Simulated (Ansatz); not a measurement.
# Elastic response of random rock-salt alloy of NbC and TiC (64 atoms): runs compared

Aim: relax random rock-salt alloy of NbC and TiC (64 atoms), then change its volume to read the bulk modulus from the stress.

Computed with Ansatz 0.2.0: Kohn-Sham DFT, LDA, PAW (set soft_1), plane waves.

### 1. The cell as built

The cell holds 64 atoms: 24 Nb, 32 C and 8 Ti. Cell: a = 8.869 Å, b = 8.869 Å, c = 8.869 Å, α = 90.0°, β = 90.0°, γ = 90.0°. It derives from NbC (rock-salt) and TiC, repeated 2×2×2. Rock-salt NbC, 2 x 2 x 2 conventional cells, 8 of 32 Nb sites given to Ti at random (x = 0.250), lattice by Vegard's rule (a = 4.434 Å); not relaxed, displaced by a Gaussian of 0.02 Å.

### 2. The reference run

The reference is a single point at the end of the relaxation.

Every strained cell starts from the geometry of this run, and its atoms are relaxed with the cell held.

Its input, with most atom lines left out:

```yaml
crystal:
  lattice:
    - [8.78557, -0.00118, 0.00423]
    - [-0.00118, 8.77991, 0.00176]
    - [0.00423, 0.00176, 8.79016]
  atoms:
    - { symbol: Nb, position: [0.99944, 0.00481, 0.99527] }
    - { symbol: C, position: [0.25194, 0.99913, 0.00064] }
    - { symbol: Nb, position: [0.00105, 0.25076, 0.24757] }
    - { symbol: C, position: [0.25698, 0.24966, 0.24958] }
    - { symbol: Nb, position: [0.25245, 0.00297, 0.2545] }
    - { symbol: C, position: [0.00021, 0.99798, 0.25017] }
    - { symbol: Nb, position: [0.24504, 0.25042, 0.00438] }
    [... atom lines 8 to 64 left out ...]
kpoints:
  mp_grid: { grid: [2, 2, 2] }
hamiltonian:
  xc: lda
  pseudopotentials: { kind: paw, azcp: { folder: soft_1 }, xc_functional: pbe }
scf:
  occupations: { method: fermi_dirac, width: 0.025 }
output:
  forces: true
  stress: true
  populations: intrinsic
  dos:
    method: { smearing: { sigma: 0.08 } }
    de: 0.1
    projected: { site_lists: { C: [C], Nb: [Nb], Ti: [Ti] } }
  eigenvalues: true
  write_density: true
  write_potential: true
  volumetric_format: npy
  elf: true
```

- free energy per atom: -2094.4578 eV/atom
- r.m.s. force component: 0.0086 eV/Å
- pressure: -0.01619 GPa

21 levels are partly filled, by over 2 % (on the run's k-points): at this level the cell shows no clear gap.

### 3. The runs

Each row is one run, on 4 threads of AMD EPYC 9R45, shared host. The free energy is the program's total, comparable only between runs with the same functional, potentials and atoms.

```
                                 run  atoms    outcome  ionic steps, all passes  free energy (eV)     time  host memory (GiB)
           Single point at the start     64  converged                        -       -134043.978     13 s                4.9
              Cell and atoms relaxed     64  converged                       25       -134045.296  4.2 min                5.2
Single point at the relaxed geometry     64  converged                        -       -134045.296     23 s                5.0
                         Volume -3 %     64  converged                        3       -134044.662     36 s                4.9
                         Volume +3 %     64  converged                        2       -134044.719     26 s                5.1
                         Volume -6 %     64  converged                        4       -134042.624     44 s                4.7
                         Volume +6 %     64  converged                        3       -134043.108     39 s                5.2
                        Volume -10 %     64  converged                       13       -134037.303  2.3 min                4.6
```

In some runs the program notes that the SCF threshold is loose for the stress.

### 4. Pressure against volume

Atoms are relaxed at each volume, in the scaled cell.

```csv
volume change (%),volume (Å³/atom),energy change (meV/atom),pressure (GPa),largest move on relaxing (Å),bonds
-10,9.535,124.89,41.48,0.05,192
-6,9.959,41.75,22.23,0.02,192
-3,10.277,9.91,10.25,0.01,192
+0,10.594,0.00,-0.02,-,192
+3,10.912,9.02,-8.85,0.01,192
+6,11.230,34.19,-16.35,0.01,192
```

### 5. Findings

The bulk modulus, from the slope of pressure against ln V over the three points nearest the relaxed volume, is 318 GPa; a quadratic over all points gives a pressure derivative of about 4.5.

Caveats: Strains are finite and relaxations stop at the force tolerance of the input, which can leave moduli too stiff; they are those of a static cell at zero temperature. Volumes are changed with the cell's shape held, so in an anisotropic solid the modulus lies over the one under free hydrostatic load. The program notes that the SCF threshold of the relaxations is loose for the stress. The host structure and its lattice constant were typed by rule, without a check against the phase diagram.

The DFT runs together took 9.6 min of wall time.

[Logs are printed without paths, hosts, clocks, repeated set-up lines and the standing remarks that a program may print on its own settings, such as how far it seeks lower states.]

[Hosts, paths, dates, database ids (printed as entryN), source tags and the programs' standing remarks are cut or masked in the printed files.]
